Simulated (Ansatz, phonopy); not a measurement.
# Quasi-harmonic thermodynamics of CaO (Lime, Fm-3m), part 4 of 6

Wanted: α(T), C_P(T) and B(T) of CaO (Lime) in the quasi-harmonic approximation.

What experiment has found for this phase:
- heat capacity C_P per formula unit 42.2 J/mol/K and bulk modulus 113 GPa near room temperature (given in “High-Throughput Prediction of Finite-Temperature Properties using the Quasi-Harmonic Approximation”, 2016, arXiv:1603.06924)

Ansatz 0.2.0; DFT LDA, scalar-relativistic, plane waves, PAW (the session's first sound run).

So far, isothermal bulk modulus at 298 K (GPa): step 5 (the quasi-harmonic study, functional LDA, q-mesh 2×2×2) 120.

## Step 6: Quasi-harmonic fit by phonopy

This step: DFT LDA, scalar-relativistic, plane waves, PAW (phonopy 4.10.0).

Numbers from this step:

| Item | Value |
| --- | --- |
| volume expansion coefficient at 300 K | 35.11 1e-6/K |
| isothermal bulk modulus at 300 K | 120.2 GPa |
| C_P at 300 K | 21.38 J/mol-atom/K |
| Grüneisen parameter at 300 K | 1.601 |

The energy (each curve on its own zero) by volume; values in meV/atom:

```
volume (Å³/atom)  static  F at 0 K  F at 300 K  F at 1200 K
          13.046       0      2.94        5.06         17.7
          13.243     1.2      2.85        4.12         11.5
          13.509    6.29      6.25         6.3          6.4
          13.747    13.9      12.4        11.3          4.7
          13.989    24.3      21.3        19.0         5.42
```

Phonopy-qha, vinet fit of F(V) at each temperature. Qha vinet, by row:

```
T (K)  fitted volume (Å³/atom)  alpha_V (1e-6/K)  B_T (GPa)  C_P (J/mol-atom/K)  Grueneisen
  100                    13.16             12.17      124.8                7.43       1.553
  150                    13.17             21.49      123.9               13.44       1.557
  200                    13.18             28.01      122.8               17.37       1.581
  250                     13.2             32.24      121.5               19.81       1.593
  300                    13.23             35.11      120.2               21.38       1.601
  350                    13.25              37.2      118.8               22.45       1.607
  400                    13.28             38.85      117.5               23.21       1.613
  450                     13.3             40.21        116               23.79       1.619
  500                    13.33             41.42      114.5               24.24       1.626
  550                    13.36             42.52      113.1               24.62       1.632
  600                    13.39             43.56      111.5               24.93        1.64
  650                    13.42             44.57        110               25.21       1.647
  700                    13.45             45.57      108.4               25.46       1.655
  750                    13.48             46.58      106.8                25.7       1.663
  800                    13.51              47.6      105.2               25.92       1.672
  850                    13.54             48.64      103.5               26.14       1.681
  900                    13.57             49.72      101.8               26.35        1.69
  950                    13.61             50.84      100.1               26.56         1.7
 1000                    13.64             52.01      98.36               26.77        1.71
 1050                    13.68             53.23      96.59               26.99       1.721
 1100                    13.72             54.52      94.78               27.21       1.732
 1150                    13.75             55.87      92.94               27.44       1.743
```

The volume expansion coefficient by temperature; values in 1e-6/K:

```
temperature (K)  phonopy-qha, Vinet  Ansatz's own study
            100                12.2                12.3
            150                21.5                22.0
            200                28.0                28.4
            250                32.2                32.4
            300                35.1                35.2
            350                37.2                37.3
            400                38.9                38.9
            450                40.2                40.2
            500                41.4                41.4
            550                42.5                42.5
            600                43.6                43.6
            650                44.6                44.6
            700                45.6                45.6
            750                46.6                46.6
            800                47.6                47.6
            850                48.6                48.6
            900                49.7                49.7
            950                50.8                50.8
           1000                52.0                  52
           1050                53.2                53.2
           1100                54.5                54.5
           1150                55.9                55.9
```

The fit gives a volume expansion of 35.1 × 10⁻⁶/K at 300 K, against 35.1 at 298 K from the study itself, whose static fit uses more cells.

## Step 7: Phonons on strained cells, q-mesh 4×4×4

Thermal expansion follows from how the free energy of the vibrations (and of the electrons in a metal) changes with strain, so the program makes strained cells, their phonons and a fit in one run.

This step: DFT LDA, scalar-relativistic, plane waves, PAW (Ansatz 0.2.0).

File input.yaml:

```yaml
crystal:
  lattice:
    - [0.0, 2.3539031613, 2.3539031613]
    - [2.3539031613, 0.0, 2.3539031613]
    - [2.3539031613, 2.3539031613, 0.0]
  atoms:
    - { symbol: Ca, position: [0.0, 0.0, 0.0] }
    - { symbol: O, position: [0.5, 0.5, 0.5] }
kpoints:
  mp_grid: { grid: [8, 8, 8] }
hamiltonian:
  xc: lda
scf:
  occupations: { method: fixed }
  lower_state_search: "off"
output:
  eigenvalues: true
phonons:
  method: dfpt
  qmesh: [4, 4, 4]
  temperatures: { t_max: 1200.0, t_step: 50 }
  thermal_expansion: {}
```

The run is started by

```bash
$ ansatz run input.yaml --threads 4 --pin off --max-ram 16384MiB --backend cpu --events-out ev --progress --plain --runs-dir out
```

Numbers of over 12 decimals in the logs are rounded to 6 here.

What it wrote:

```text
[...]
Crystal: 2 atoms, lattice volume = 26.085 Å³
Basis set: ecut = 487.2 eV, 609 PW (Γ), exchange–correlation on 48×48×48 points (8 copies of the dense FFT grid, shifted against one another)
Bands: 12, of which v1, the nominal top of the filled ones, is band 8 counted from 1 (7 counted from 0)
Symmetry: 48 space group operations
[...]
k-points: 29 of 512
[...]
SCF iter   1: F=—  HF=-2331.667011 eV  |F-HF|=—  |Δ(HF+E_count)|=         —  Δρ=1.70e-2  dr2=7.33e-2  ethr=1.77e-3  ⟨swp⟩=4.9  Hψ=2073  notcnv=0  defer=9
[...]
SCF iter   8: F=-2331.647984 eV  HF=-2331.647984 eV  |F-HF|=4.55e-13  |Δ(HF+E_count)|=  1.00e-11  Δρ=3.30e-8  dr2=1.53e-13  ethr=1.00e-12  ⟨swp⟩=6.3  Hψ=1880  notcnv=0
SCF 1 converged in 8 iterations: F = -2331.647984 eV  dr2 = 1.53e-13
[...]
relax step   1: F+E_penalty+E_count = -2331.64798361 eV  Δ(F+E_penalty+E_count) = +0.000e0 eV  max|allowed force component| = 1.183e-29 eV/Å  Δτ_max = 0.0000 Å  (8 SCF iters, accepted)
SCF converged after 8 iterations
Free energy (F): -2331.647984 eV
[...]
Internal energy: -2331.647984 eV  (E = F + TS)
E sigma→0 (E₀):  -2331.647984 eV
Fermi energy:    7.996965 eV
[...]
--- Stress (GPa, compression-positive) ---
        0.003862       0.000000       0.000000
        0.000000       0.003862      -0.000000
        0.000000       0.000000       0.003862
  P = ⅓ Tr σ = 0.0039 GPa (0.039 kbar)
--- Band table (eV; the first three rows and the last of 29) ---
  k-point 0: bands = [... 4 lower, -7.3302, 7.9970, 7.9970, 7.9970, 13.0855, 14.2659, 14.2659, 14.2659]
  k-point 1: bands = [... 4 lower, -7.0245, 7.4284, 7.7578, 7.7578, 13.7785, 14.2298, 14.5564, 14.5564]
  k-point 2: bands = [... 4 lower, -6.4496, 6.3519, 7.2509, 7.2509, 14.3170, 15.2660, 15.3225, 15.3225]
  k-point 28: bands = [... 4 lower, -6.5511, 6.5893, 6.9285, 6.9285, 14.3841, 14.3841, 16.8173, 17.9665]
── thermal expansion: 3 new cells, 3 in all ──
thermal expansion: relaxation of cell 2
thermal expansion: relaxation of cell 3
── thermal expansion: 2 new cells, 5 in all ──
thermal expansion: relaxation of cell 4
thermal expansion: phonons of cell 4
thermal expansion: relaxation of cell 5
thermal expansion: phonons of cell 5
── thermal expansion: 6 new cells, 11 in all ──
thermal expansion: relaxation of cell 6
thermal expansion: relaxation of cell 7
thermal expansion: relaxation of cell 8
thermal expansion: relaxation of cell 9
thermal expansion: relaxation of cell 10
thermal expansion: relaxation of cell 11
thermal expansion: phonons of cell 6
thermal expansion: phonons of cell 7
thermal expansion: phonons of cell 8
--- Relaxed structure (1 steps of the walk, 1 accepted, 0 SCFs on fresh bases) ---
  F+E_penalty+E_count = -2331.64798361 eV   max|allowed force component| = 1.183e-29 eV/Å
  atoms:
    - { symbol: Ca, position: [0.0, 0.0, 0.0] }
    - { symbol: O, position: [0.5, 0.5, 0.5] }
--- Thermal expansion: 11 cells in 3 rounds, 0 GPa ---
  no lower state was looked for at cell 4: scf.lower_state_search: off
  without vibrations: a 3.32896, b 3.32896, c 3.32896 Å, V 26.0862 Å³, B 128.85 GPa
  at 0 K: a 3.33810, b 3.33810, c 3.33810 Å, V 26.3018 Å³, B 125.42 GPa
  zero-point expansion: a +0.275, b +0.275, c +0.275, V +0.826 %
[...]
0.00    3.33810    3.33810    3.33810    26.3018 |    0.00    0.00    0.00    0.00 |   18.80 |     0.000     0.000 |   125.42   125.42
   150.00    3.33947    3.33947    3.33947    26.3339 |    7.28    7.28    7.28   21.84 |   29.62 |    27.220    27.079 |   124.00   124.64
   298.15    3.34436    3.34436    3.34436    26.4500 |   11.64   11.64   11.64   34.93 |       - |    42.562    41.865 |   120.24   122.24
   400.00    3.34856    3.34856    3.34856    26.5498 |   12.90   12.90   12.90   38.71 |   37.04 |    46.319    45.194 |   117.36   120.28
   550.00    3.35538    3.35538    3.35538    26.7122 |   14.14   14.14   14.14   42.41 |   39.36 |    49.149    47.353 |   112.88   117.16
   700.00    3.36277    3.36277    3.36277    26.8890 |   15.18   15.18   15.18   45.53 |   41.30 |    50.867    48.326 |   108.13   113.82
   850.00    3.37069    3.37069    3.37069    27.0796 |   16.23   16.23   16.23   48.68 |   43.13 |    52.229    48.841 |   103.13   110.28
  1000.00    3.37920    3.37920    3.37920    27.2851 |   17.39   17.39   17.39   52.17 |   44.98 |    53.521    49.144 |    97.84   106.56
  1150.00    3.38836    3.38836    3.38836    27.5076 |   18.74   18.74   18.74   56.23 |   46.94 |    54.892    49.337 |    92.24   102.63
  1200.00    3.39158    3.39158    3.39158    27.5860 |   19.25   19.25   19.25   57.74 |   47.62 |    55.388    49.386 |    90.30   101.28
[...]
vibrations' free energy: its fit leaves 0.0009 meV an atom at the most
  the electrons' free energy at temperature is not in it: every band gap is over 1.24 eV
  free energies summed between the sampled wave vectors
[...]
the FFT grids of the static calculations differ: 24 × 24 × 24, 25 × 25 × 25
  band gaps on the cells' k-points are 3.425 to 3.497 eV
```

Elapsed: 4 min, on 4 threads of Arm Neoverse V1, shared host; peak memory 0.8 GiB.

This step gave:

| Quantity | Value |
| --- | --- |
| volume expansion coefficient at 298 K | 34.93 1e-6/K |
| C_P at 298 K | 21.28 J/mol-atom/K |
| entropy at 298 K | 19.78 J/mol-atom/K |
| isothermal bulk modulus at 298 K | 120.2 GPa |
| Grüneisen parameter at 298 K | 1.598 |
| volume at 298 K | 13.22 Å³/atom |
| principal linear expansion coefficients at 298 K | 11.64, 11.64, 11.64 1e-6/K |

Strained cells of the study; zero-point energy where phonons were solved; the pressures are stresses at a fixed cutoff and can carry an offset from the finite basis. Expansion cells, by row:

```
cell  |a| (Å)  |b| (Å)  |c| (Å)  V (Å³/atom)  E - E_lowest (meV/atom)  pressure, compression positive (GPa)  gap (eV)  zero-point energy (meV/atom)
   1    3.329    3.329    3.329        13.04                    0.004                                -0.028     3.449                             -
   2    3.356    3.356    3.356        13.36                    2.929                                -2.949     3.466                             -
   3    3.303    3.303    3.303        12.73                    3.062                                 3.219      3.43                             -
   4    3.329    3.329    3.329        13.05                        0                                -0.061     3.449                         55.91
   5    3.346    3.346    3.346        13.24                    1.196                                -1.925      3.46                         54.63
   6    3.368    3.368    3.368        13.51                    6.225                                -4.199     3.472                         52.95
   7    3.387    3.387    3.387        13.74                    13.75                                -6.036     3.481                         51.47
   8    3.407    3.407    3.407        13.98                    24.07                                 -7.73     3.489                         49.99
   9    3.296    3.296    3.296        12.66                    4.731                                 4.052     3.425                             -
  10    3.313    3.313    3.313        12.85                    1.149                                 1.929     3.438                             -
  11    3.434    3.434    3.434        14.32                     42.6                                -9.842     3.497                             -
```

Quasi-harmonic; a, b, c are the run's own cell vectors. Expansion, by row:

```
T (K)  a (Å)  b (Å)  c (Å)  alpha (deg)  beta (deg)  gamma (deg)  cell volume (Å³/cell)  alpha_a (1e-6/K)  alpha_b (1e-6/K)  alpha_c (1e-6/K)  alpha_V (1e-6/K)  C_P (J/mol-atom/K)  C_V (J/mol-atom/K)  S (J/mol-atom/K)  B_T (GPa)  B_S (GPa)  Grueneisen  extrapolation  fit error (1e-6/K)
    0  3.338  3.338  3.338           60          60           60                   26.3                 0                 0                 0                 0                   0                   0                 0      125.4      125.4           -              0                   0
   50  3.338  3.338  3.338           60          60           60                   26.3              0.66              0.66              0.66              1.99               1.407               1.407             0.403      125.4      125.4       1.405              0                   0
  100  3.338  3.338  3.338           60          60           60                  26.31              4.07              4.07              4.07              12.2               7.776               7.761             3.201      124.9      125.2       1.555              0                   0
  150  3.339  3.339  3.339           60          60           60                  26.33              7.28              7.28              7.28             21.84               13.61               13.54             7.528        124      124.6       1.586              0                0.01
  200  3.341  3.341  3.341           60          60           60                  26.37              9.38              9.38              9.38             28.15                17.4               17.24             12.01      122.8      123.9       1.592              0                0.01
  250  3.343  3.343  3.343           60          60           60                  26.41             10.74             10.74             10.74             32.22               19.78               19.53             16.16      121.5      123.1       1.595              0                0.01
298.1  3.344  3.344  3.344           60          60           60                  26.45             11.64             11.64             11.64             34.93               21.28               20.93             19.78      120.2      122.2       1.598              0                0.01
  300  3.344  3.344  3.344           60          60           60                  26.45             11.67             11.67             11.67             35.01               21.33               20.98             19.91      120.2      122.2       1.598              0                0.01
  350  3.346  3.346  3.346           60          60           60                   26.5             12.36             12.36             12.36             37.08               22.39               21.94             23.29      118.8      121.3       1.602              0                0.01
  400  3.349  3.349  3.349           60          60           60                  26.55              12.9              12.9              12.9             38.71               23.16                22.6             26.33      117.4      120.3       1.607              0                0.01
  450  3.351  3.351  3.351           60          60           60                   26.6             13.36             13.36             13.36             40.08               23.74               23.07             29.09      115.9      119.3       1.613              0                0.01
  500  3.353  3.353  3.353           60          60           60                  26.66             13.77             13.77             13.77              41.3                24.2               23.41             31.62      114.4      118.2       1.619              0                0.01
  550  3.355  3.355  3.355           60          60           60                  26.71             14.14             14.14             14.14             42.41               24.57               23.68             33.94      112.9      117.2       1.626              0                0.01
  600  3.358  3.358  3.358           60          60           60                  26.77             14.49             14.49             14.49             43.47               24.89               23.88             36.09      111.3      116.1       1.634              0                0.02
  650   3.36   3.36   3.36           60          60           60                  26.83             14.83             14.83             14.83              44.5               25.18               24.04              38.1      109.7        115       1.641              0                0.02
  700  3.363  3.363  3.363           60          60           60                  26.89             15.18             15.18             15.18             45.53               25.43               24.16             39.97      108.1      113.8        1.65              0                0.03
  750  3.365  3.365  3.365           60          60           60                  26.95             15.52             15.52             15.52             46.56               25.67               24.27             41.74      106.5      112.7       1.658              0                0.03
  800  3.368  3.368  3.368           60          60           60                  27.01             15.87             15.87             15.87              47.6                25.9               24.35              43.4      104.8      111.5       1.667              0                0.03
  850  3.371  3.371  3.371           60          60           60                  27.08             16.23             16.23             16.23             48.68               26.11               24.42             44.98      103.1      110.3       1.676              0                0.04
  900  3.373  3.373  3.373           60          60           60                  27.15              16.6              16.6              16.6              49.8               26.33               24.48             46.48      101.4      109.1       1.686              0                0.04
  950  3.376  3.376  3.376           60          60           60                  27.21             16.99             16.99             16.99             50.96               26.54               24.53             47.91      99.64      107.8       1.696              0                0.04
 1000  3.379  3.379  3.379           60          60           60                  27.29             17.39             17.39             17.39             52.17               26.76               24.57             49.27      97.84      106.6       1.707              0                0.03
 1050  3.382  3.382  3.382           60          60           60                  27.36             17.82             17.82             17.82             53.45               26.98               24.61             50.58      96.01      105.3       1.718              0                0.03
 1100  3.385  3.385  3.385           60          60           60                  27.43             18.27             18.27             18.27              54.8               27.21               24.64             51.84      94.15        104       1.729              0                0.02
 1150  3.388  3.388  3.388           60          60           60                  27.51             18.74             18.74             18.74             56.23               27.45               24.67             53.06      92.24      102.6       1.741              0                0.04
 1200  3.392  3.392  3.392           60          60           60                  27.59             19.25             19.25             19.25             57.74               27.69               24.69             54.23       90.3      101.3       1.754              0                0.07
```

The expansion coefficient by temperature; values in 1e-6/K:

```
temperature (K)  volume  principal 1
              0       0            0
             50    1.99         0.66
            100    12.2         4.07
            150    21.8         7.28
            200    28.1         9.38
            250    32.2         10.7
            298    34.9         11.6
            300    35.0         11.7
            350    37.1         12.4
            400    38.7         12.9
            450    40.1         13.4
            500    41.3         13.8
            550    42.4         14.1
            600    43.5         14.5
            650    44.5         14.8
            700    45.5         15.2
            750    46.6         15.5
            800    47.6         15.9
            850    48.7         16.2
            900    49.8         16.6
            950    51.0         17.0
           1000    52.2         17.4
           1050    53.5         17.8
           1100    54.8         18.3
           1150    56.2         18.7
           1200    57.7         19.2
```

Changing the q-mesh (2×2×2 → 4×4×4) takes the volume expansion at 298 K from 35.1 to 34.9 × 10⁻⁶/K and B_T from 120 to 120 GPa.

(Part 4 of 6 ends here.)

[Logs are printed without paths, hosts, clocks, repeated set-up lines and the standing remarks that a program may print on its own settings, such as how far it seeks lower states.]

[Hosts, paths, dates, database ids (printed as entryN), source tags and the programs' standing remarks are cut or masked in the printed files.]

[A step with changed settings may run another functional than the one named; its input shows which.]
